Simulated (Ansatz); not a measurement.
# Cs on V(100): change of the work function

How does one ordered layer of Cs (hollow site) change the work function of V(100), and what dipole does each adsorbate carry?

Calculated with Ansatz 0.2.0; plane-wave DFT, PBE-D3(BJ), Ansatz PAW.

Report form: the programs' logs are mostly left out.

**1. The structure**

The cell holds 5 atoms: 5 V. Its edges and angles: a = 3.020 Å, b = 3.020 Å, c = 24.040 Å, α = 90.0°, β = 90.0°, γ = 90.0°. Vacuum lies along c.

**2. The clean slab**

The bare slab comes first, as the zero from which every change is counted. The two lowest layers are held at bulk places and the upper ones relax. The dipole correction removes the false field that a one-sided slab makes across the periodic vacuum, so each face gets a flat vacuum level of its own.

Input file input.yaml:

```yaml
crystal:
  lattice:
    - [3.02, 0.0, 0.0]
    - [0.0, 3.02, 0.0]
    - [0.0, 0.0, 24.04]
  atoms:
    - { symbol: V, position: [0.0, 0.0, 0.3743760399] }
    - { symbol: V, position: [0.5, 0.5, 0.43718802] }
    - { symbol: V, position: [0.0, 0.0, 0.5] }
    - { symbol: V, position: [0.5, 0.5, 0.56281198] }
    - { symbol: V, position: [0.0, 0.0, 0.6256239601] }
kpoints:
  mp_grid: { grid: [10, 10, 1] }
hamiltonian:
  xc: pbe
  dispersion: d3bj
scf:
  occupations: { method: fermi_dirac, width: 0.1 }
  convergence: { dr2_threshold: 1.0e-08 }
efield:
  axis: 3
  dipole_correction: true
  ramp_position: 0.97
  ramp_width: 0.06
relax:
  f_tol: 0.02
  max_steps: 60
  constraints: [{ sites: [0, 1] }]
output:
  write_potential: true
  write_density: true
  volumetric_format: npy
```

The run is started by

```console
$ ansatz run input.yaml --threads 4 --pin off --max-ram 6144MiB --backend cpu --events-out ev --progress --plain --runs-dir out
```

The job ended after 19 s (4 threads of Arm Neoverse V2, shared host; peak memory 0.57 GiB).

This run has no spin polarisation, although V can carry a moment.

Step by step:

| step | energy less that of the first step (eV) | largest force component (eV/Å) |
| --- | --- | --- |
| 1 | 0.0000 | 1.3681 |
| 2 | -0.1806 | 0.5669 |
| 3 | -0.2151 | 0.1161 |
| 4 | -0.2185 | 0.0316 |
| 5 | -0.2185 | 0.0016 |

Forces are held to the 8 operations that the run works with; a distortion that breaks them can't arise in this run.

The atoms that moved most (Å):

| atom | dx | dy | dz | length |
| --- | --- | --- | --- | --- |
| V5 | 0.000 | 0.000 | -0.336 | 0.336 |
| V4 | 0.000 | 0.000 | -0.085 | 0.085 |
| V3 | 0.000 | 0.000 | -0.077 | 0.077 |

The relaxed structure:

```xyz
5
Lattice="3.0200 0.0000 0.0000 0.0000 3.0200 0.0000 0.0000 0.0000 24.0400" Properties=species:S:1:pos:R:3
V     0.0000    0.0000    9.0000
V     1.5100    1.5100   10.5100
V     0.0000    0.0000   11.9429
V     1.5100    1.5100   13.4453
V     0.0000    0.0000   14.7038
```

Numbers from this step:

```
energy at zero smearing        : -14561.4990 eV
work function, upper face      : 3.712 eV
work function, lower face      : 3.829 eV
dipole along the normal        : 0.005857 e·Å
step between the vacuum levels : -0.1162 eV
```

Running mean over 1.51 Å of the planar mean; the ramp of the sawtooth is left out. The electron's electrostatic potential energy less the Fermi level by z:

| z (Å) | electron's electrostatic potential energy less the Fermi level (eV) |
| --- | --- |
| 3.0 | 3.83 |
| 3.5 | 3.83 |
| 4.0 | 3.83 |
| 4.5 | 3.83 |
| 5.0 | 3.82 |
| 5.5 | 3.80 |
| 6.0 | 3.74 |
| 6.5 | 3.58 |
| 7.0 | 3.14 |
| 7.5 | 1.85 |
| 8.0 | -1.26 |
| 8.5 | -4.91 |
| 9.0 | -7.40 |
| 9.5 | -7.87 |
| 10.0 | -7.84 |
| 10.5 | -8.02 |
| 11.0 | -8.34 |
| 11.5 | -8.37 |
| 12.0 | -8.11 |
| 12.5 | -7.91 |
| 13.0 | -8.04 |
| 13.5 | -8.97 |
| 14.0 | -9.59 |
| 14.5 | -9.16 |
| 15.0 | -6.50 |
| 15.5 | -2.72 |
| 16.0 | 0.839 |
| 16.5 | 2.76 |
| 17.0 | 3.38 |
| 17.5 | 3.60 |
| 18.0 | 3.67 |
| 18.5 | 3.70 |
| 19.0 | 3.71 |
| 19.5 | 3.71 |
| 20.0 | 3.71 |
| 20.5 | 3.71 |
| 21.0 | 3.71 |

The relaxation took 5 steps and lowered the energy by 0.22 eV; the largest force on the free atoms ends at 0.0016 eV/Å.

The work function of the upper face is 3.71 eV.

**3. Adsorbate added**

System of this step: CsV20 (Cs/V(100)). The cell holds 21 atoms: 20 V and 1 Cs. Cell: a = 6.040 Å, b = 6.040 Å, c = 27.284 Å, α = 90.0°, β = 90.0°, γ = 90.0°. Vacuum lies along c.

The clean slab as it ended is repeated in the plane and the adsorbate is set on one face; the cell's size fixes the coverage, and the k-mesh shrinks with it to keep the sampling density about even. Adsorbate and upper layers relax, since the dipole depends on the height.

Input file input.yaml:

```yaml
crystal:
  lattice:
    - [6.04, 0.0, 0.0]
    - [0.0, 6.04, 0.0]
    - [0.0, 0.0, 27.2837965635]
  atoms:
    - { symbol: V, position: [0.0, 0.0, 0.3298661159] }
    - { symbol: V, position: [0.25, 0.25, 0.3852103199] }
    - { symbol: V, position: [0.0, 0.0, 0.4377268451] }
    - { symbol: V, position: [0.25, 0.25, 0.4927934352] }
    - { symbol: V, position: [0.0, 0.0, 0.538921537] }
    - { symbol: V, position: [0.0, 0.5, 0.3298661159] }
    - { symbol: V, position: [0.25, 0.75, 0.3852103199] }
    - { symbol: V, position: [0.0, 0.5, 0.4377268451] }
    - { symbol: V, position: [0.25, 0.75, 0.4927934352] }
    - { symbol: V, position: [0.0, 0.5, 0.538921537] }
    - { symbol: V, position: [0.5, 0.0, 0.3298661159] }
    - { symbol: V, position: [0.75, 0.25, 0.3852103199] }
    - { symbol: V, position: [0.5, 0.0, 0.4377268451] }
    - { symbol: V, position: [0.75, 0.25, 0.4927934352] }
    - { symbol: V, position: [0.5, 0.0, 0.538921537] }
    - { symbol: V, position: [0.5, 0.5, 0.3298661159] }
    - { symbol: V, position: [0.75, 0.75, 0.3852103199] }
    - { symbol: V, position: [0.5, 0.5, 0.4377268451] }
    - { symbol: V, position: [0.75, 0.75, 0.4927934352] }
    - { symbol: V, position: [0.5, 0.5, 0.538921537] }
    - { symbol: Cs, position: [0.25, 0.25, 0.6701338841] }
kpoints:
  mp_grid: { grid: [5, 5, 1] }
hamiltonian:
  xc: pbe
  dispersion: d3bj
scf:
  occupations: { method: fermi_dirac, width: 0.1 }
  convergence: { dr2_threshold: 1.0e-08 }
efield:
  axis: 3
  dipole_correction: true
  ramp_position: 0.97
  ramp_width: 0.06
relax:
  f_tol: 0.02
  max_steps: 60
  constraints: [{ sites: [0, 1, 5, 6, 10, 11, 15, 16] }]
output:
  bader: true
  dos: { projected: true, e_range: [-8, 4] }
  write_potential: true
  write_density: true
  volumetric_format: npy
  elf: true
```

It took 3.7 min on 4 threads; peak memory 3.6 GiB; 15 min of CPU time.

Step by step:

| step | energy less that of the first step (eV) | largest force component (eV/Å) |
| --- | --- | --- |
| 1 | 0.0000 | 0.3738 |
| 2 | -0.0274 | 0.3364 |
| 3 | -0.0799 | 0.1582 |
| 4 | -0.0950 | 0.0664 |
| 5 | -0.0968 | 0.0104 |

The run keeps the 8 symmetry operations that it works with, so distortions that break them were not tested.

The atoms that moved most (Å):

| atom | dx | dy | dz | length |
| --- | --- | --- | --- | --- |
| Cs21 | 0.000 | 0.000 | -0.434 | 0.434 |
| V5 | -0.031 | -0.031 | -0.005 | 0.045 |
| V15 | 0.031 | -0.031 | -0.005 | 0.045 |
| V10 | -0.031 | 0.031 | -0.005 | 0.045 |
| V20 | 0.031 | 0.031 | -0.005 | 0.045 |
| V4 | 0.000 | 0.000 | 0.042 | 0.042 |
| V19 | 0.000 | 0.000 | -0.034 | 0.034 |
| V3 | 0.008 | 0.008 | -0.002 | 0.011 |

Numbers from this step:

```yaml
energy_at_zero_smearing: -63917.8718 eV
work_function_upper_face: 1.614 eV
dipole_along_the_normal: 0.4467 e·Å
step_between_the_vacuum_levels: -2.216 eV
```

Running mean over 1.51 Å of the planar mean; the ramp of the sawtooth is left out. The electron's electrostatic potential energy less the Fermi level by z:

| z (Å) | electron's electrostatic potential energy less the Fermi level (eV) |
| --- | --- |
| 4 | 3.83 |
| 5 | 3.82 |
| 6 | 3.74 |
| 7 | 3.13 |
| 8 | -1.27 |
| 9 | -7.41 |
| 10 | -7.84 |
| 11 | -8.36 |
| 12 | -8.13 |
| 13 | -8.06 |
| 14 | -9.64 |
| 15 | -6.43 |
| 16 | 0.519 |
| 17 | 0.491 |
| 18 | -1.32 |
| 19 | 0.184 |
| 20 | 1.35 |
| 21 | 1.55 |
| 22 | 1.60 |
| 23 | 1.61 |
| 24 | 1.61 |

The density of states has structure finer than the step of the table below, so its rows give means over 0.2 eV, whole bins alone (the curve runs from -8 to 1.23 eV). Peaks (eV: height): -1.77: 62.9, -1.41: 52.6, -1.20: 64.1, -1.08: 63.5, -0.93: 56.2, -0.45: 85.4, 0.27: 76.9.

Table of density of states by energy, zero at the Fermi level; means over each step:

| energy (eV) | density of states (states/eV a cell) |
| --- | --- |
| -6.4 | 0 |
| -6.2 | 0.176 |
| -6.0 | 1.37 |
| -5.8 | 1.28 |
| -5.6 | 1.42 |
| -5.4 | 2.67 |
| -5.2 | 1.34 |
| -5.0 | 0.929 |
| -4.8 | 0.703 |
| -4.6 | 5.43 |
| -4.4 | 2.82 |
| -4.2 | 2.06 |
| -4.0 | 6.86 |
| -3.8 | 2.33 |
| -3.6 | 7.22 |
| -3.4 | 7.31 |
| -3.2 | 7.96 |
| -3.0 | 18.4 |
| -2.8 | 20.7 |
| -2.6 | 21.0 |
| -2.4 | 31.3 |
| -2.2 | 28.8 |
| -2.0 | 22.0 |
| -1.8 | 28.6 |
| -1.6 | 15.5 |
| -1.4 | 32.8 |
| -1.2 | 33.9 |
| -1.0 | 46.2 |
| -0.8 | 38.4 |
| -0.6 | 35.1 |
| -0.4 | 40.7 |
| -0.2 | 28.5 |
| 0.0 | 21.3 |
| 0.2 | 36.6 |
| 0.4 | 39.8 |
| 0.6 | 40.7 |
| 0.8 | 22.8 |
| 1.0 | 26.9 |

Projected DOS per atom over height of the atomic layer and energy from the Fermi level. Layers: V4 V4 V4 V4 V4 Cs from below.

Ten even steps from '0' (0.00 states/eV) to '9' (2.81 states/eV), each cell a mean:
```
723162
923293
942361
643340
755582
766770
444550
343430
454440
235430
112210
011100
000000
000000
000000
000000
000000
000000
000000
000000
000000
000000
```
Columns: height of the atomic layer (Å) from 9 to 17.9 (not evenly spaced); rows upwards: energy from the Fermi level (eV) from -7.96 to 1.25.

Electrostatic potential energy in the ca plane at fractional y = 0.250, with atoms of V and Cs within 0.2 Å of it. With pseudopotentials it is smooth inside the atoms' cores, unlike the true potential.

Ten even steps from '0' (-28 eV) to '9' (7 eV), each cell a mean:
```
99999888899998888999999999989999999999999999
99987534689985336899999999999999999999999999
99985000279851001799999999999999999999999999
99982021058830210599999999999999999999999999
99983010168840100699999999999999999999999999
99986201489873114899999999999999999999999999
99998767889987668899999999999999999999999999
98899999999999999999999998888899999999999999
99999888899998888999999987667889999999999999
99987534689986336899999863113688999999999999
99985000279861001699999731111378999999999999
99982021068840110489999621221268999999999999
99983010168850110589999721221268999999999999
99986201489973113799999851111478999999999999
99998767889988768899999875445788999999999999
98899999999999999999999988778889999999999999
```
Columns run along c (16.0 Å, from fractional 0.30 to 0.89 of the cell; values clipped at the 3rd and 97th percentile), rows up along a (6.0 Å). Atoms in or near the plane, at fractional coordinates: V at (0.39, 0.25), V at (0.49, 0.25), V at (0.39, 0.75), V at (0.49, 0.75), Cs at (0.65, 0.25).

Valence density in the ca plane at fractional y = 0.250, with atoms of V and Cs within 0.2 Å of it. It is the smooth field of the valence electrons, not physical close to the nuclei.

Values in e/Å³, 9 rows by 16 columns, each cell a mean:
```
 0  0  0  0  0  0  0  0  0  0  0  0  0  0  0  0
 0  1  6  1  1  6  0  0  0  0  0  0  0  0  0  0
 0  1  8  1  1  8  0  0  0  0  0  0  0  0  0  0
 0  0  1  0  0  1  0  0  0  0  0  0  0  0  0  0
 0  0  0  0  0  0  0  0  0  0  0  0  0  0  0  0
 0  0  2  0  0  2  0  0  0  1  1  0  0  0  0  0
 0  1 10  1  1 10  1  0  0  1  1  0  0  0  0  0
 0  0  3  0  1  3  0  0  0  1  1  0  0  0  0  0
 0  0  0  0  0  0  0  0  0  0  0  0  0  0  0  0
```
Columns run along c (16.0 Å, from fractional 0.30 to 0.89 of the cell), rows up along a (6.0 Å). Atoms in or near the plane, at fractional coordinates: V at (0.39, 0.25), V at (0.49, 0.25), V at (0.39, 0.75), V at (0.49, 0.75), Cs at (0.65, 0.25).

ELF in the ca plane at fractional y = 0.250, with atoms of V and Cs within 0.2 Å of it. It is the smooth field of the valence electrons, not physical close to the nuclei.

Ten even steps from '0' (0.00) to '9' (0.88), each cell a mean:
```
33565323455543235654332100121100000000000000
55552222245522222455544210000000000000000000
66532677424325774245665431000000000000000000
77522888513227886125666543110000000000000000
77522788514326885135665432100000000000000000
56542354235423542245554321000000000000000000
44554212355532123554443100000000000000000000
33466534555454446654332112444210000000000000
33565323455543235654431137898641000000000000
55552222245532222355531279999973100001000000
66532677424425774235531599659985200001100000
77522888513227887125531697006996200001100000
77522788514326886125531698227996200001100000
66542354235423553246531489889984100001000000
44554211355542113555431159999852000000000000
23466544554455456654331014676421000000000000
```
Columns run along c (16.0 Å, from fractional 0.30 to 0.89 of the cell), rows up along a (6.0 Å). Atoms in or near the plane, at fractional coordinates: V at (0.39, 0.25), V at (0.49, 0.25), V at (0.39, 0.75), V at (0.49, 0.75), Cs at (0.65, 0.25).

The relaxation took 5 steps and lowered the energy by 0.097 eV; the largest force on the free atoms ends at 0.010 eV/Å.

By hand: a sheet of dipoles makes a step −p/(ε₀A) in the electron's potential. With e/ε₀ = 180.95 V·Å, p = 0.4467 e·Å and A = 36.48 Å², that is −180.95 × (0.4467) / 36.48 = -2.216 eV, and the two vacuum levels of the run differ by -2.216 eV.

The covered face has 1.61 eV, -2.10 eV against the clean one; the bare back face has moved by +0.00 eV, a measure of how thin the slab is.

**4. Work function against coverage**

This step: plane-wave DFT, PBE-D3(BJ), Ansatz PAW; work function against coverage (Ansatz 0.2.0).

The runs are now put side by side.

Numbers from this step:

```yaml
work_function_of_the_clean_face: 3.712 eV
largest_change_of_the_work_function: -2.099 eV
```

Table of work function of the covered face by coverage:

| coverage (adsorbates/nm²) | work function of the covered face (eV) |
| --- | --- |
| 0.00 | 3.71 |
| 2.74 | 1.61 |

The dipole per adsorbate comes from the change of the cell's dipole. Coverage, by row:

| coverage (1/nm²) | coverage (ML) | work function (eV) | change (eV) | dipole per adsorbate, positive end outwards (debye) | mean height of the added atoms over the highest substrate atom (Å) |
| --- | --- | --- | --- | --- | --- |
| 2.741 | 0.25 | 1.614 | -2.099 | 2.033 | 3.151 |

**5. The slab at 0.25 ML, atoms frozen**

This step: plane-wave DFT, PBE-D3(BJ), Ansatz PAW (Ansatz 0.2.0).

To see where the charge goes, the covered slab, the bare substrate and the adsorbate layer are each run at the same frozen positions and on the same grid.

Input file input.yaml:

```yaml
crystal:
  lattice:
    - [6.04, 0.0, 0.0]
    - [0.0, 6.04, 0.0]
    - [0.0, 0.0, 27.2837965635]
  atoms:
    - { symbol: V, position: [0.0, 0.0, 0.3298661159] }
    - { symbol: V, position: [0.25, 0.25, 0.3852103199] }
    - { symbol: V, position: [0.0012452746, 0.0012452746, 0.4376386706] }
    - { symbol: V, position: [0.25, 0.25, 0.4943168018] }
    - { symbol: V, position: [-0.005188194, -0.005188194, 0.5387404927] }
    - { symbol: V, position: [0.0, 0.5, 0.3298661159] }
    - { symbol: V, position: [0.25, 0.75, 0.3852103199] }
    - { symbol: V, position: [0.0012452746, 0.4987547254, 0.4376386706] }
    - { symbol: V, position: [0.25, 0.75, 0.4926560084] }
    - { symbol: V, position: [-0.005188194, 0.505188194, 0.5387404927] }
    - { symbol: V, position: [0.5, 0.0, 0.3298661159] }
    - { symbol: V, position: [0.75, 0.25, 0.3852103199] }
    - { symbol: V, position: [0.4987547254, 0.0012452746, 0.4376386706] }
    - { symbol: V, position: [0.75, 0.25, 0.4926560084] }
    - { symbol: V, position: [0.505188194, -0.005188194, 0.5387404927] }
    - { symbol: V, position: [0.5, 0.5, 0.3298661159] }
    - { symbol: V, position: [0.75, 0.75, 0.3852103199] }
    - { symbol: V, position: [0.4987547254, 0.4987547254, 0.4376386706] }
    - { symbol: V, position: [0.75, 0.75, 0.4915314545] }
    - { symbol: V, position: [0.505188194, 0.505188194, 0.5387404927] }
    - { symbol: Cs, position: [0.25, 0.25, 0.6542443337] }
kpoints:
  mp_grid: { grid: [5, 5, 1] }
hamiltonian:
  xc: pbe
  dispersion: d3bj
scf:
  occupations: { method: fermi_dirac, width: 0.1 }
  convergence: { dr2_threshold: 1.0e-08 }
efield:
  axis: 3
  dipole_correction: true
  ramp_position: 0.97
  ramp_width: 0.06
output:
  write_potential: true
  write_density: true
  volumetric_format: npy
```

The job ended after 54 s (4 threads; peak memory 3.4 GiB).

Numbers from this step:

| Item | Value |
| --- | --- |
| energy at zero smearing | -63917.8719 eV |
| work function, upper face | 1.615 eV |
| dipole along the normal | 0.4464 e·Å |
| step between the vacuum levels | -2.214 eV |

The work function of the upper face is 1.62 eV.

**6. The substrate of the 0.25 ML cell alone**

System of this step: Cs/V(100), substrate alone, atoms held. The cell holds 20 atoms: 20 V. Its edges and angles: a = 6.040 Å, b = 6.040 Å, c = 27.284 Å, α = 90.0°, β = 90.0°, γ = 90.0°. Vacuum lies along c.

The second part, atoms unmoved.

Edit input.yaml of step 5 so:

```diff
@@ -26,3 +26,2 @@
     - { symbol: V, position: [0.505188194, 0.505188194, 0.5387404927] }
-    - { symbol: Cs, position: [0.25, 0.25, 0.6542443337] }
 kpoints:
```

The job ended after 47 s (4 threads; peak memory 3.2 GiB; 3.1 min of CPU time).

This step gave:

| Property | Result |
| --- | --- |
| energy at zero smearing | -58245.9720 eV |
| work function, upper face | 3.717 eV |
| work function, lower face | 3.828 eV |
| dipole along the normal | 0.02234 e·Å |
| step between the vacuum levels | -0.1108 eV |

The work function of the upper face is 3.72 eV.

[end of part 1 of 2]

[Logs are printed without paths, hosts, clocks, repeated set-up lines and the standing remarks that a program may print on its own settings, such as how far it seeks lower states.]

[Hosts, paths, dates, database ids (printed as entryN), source tags and the programs' standing remarks are cut or masked in the printed files.]

[Maps of the electrostatic potential energy from Ansatz leave out the sawtooth potential of an applied field or a dipole correction, so their vacuum need not be flat; planar profiles and work functions include it.]

[The density of states shown here was stored with 400 of the rows of the run's finer table, so its peaks can read low, often by over a quarter, or be missed, and its means over a window can be off by a tenth or more.]
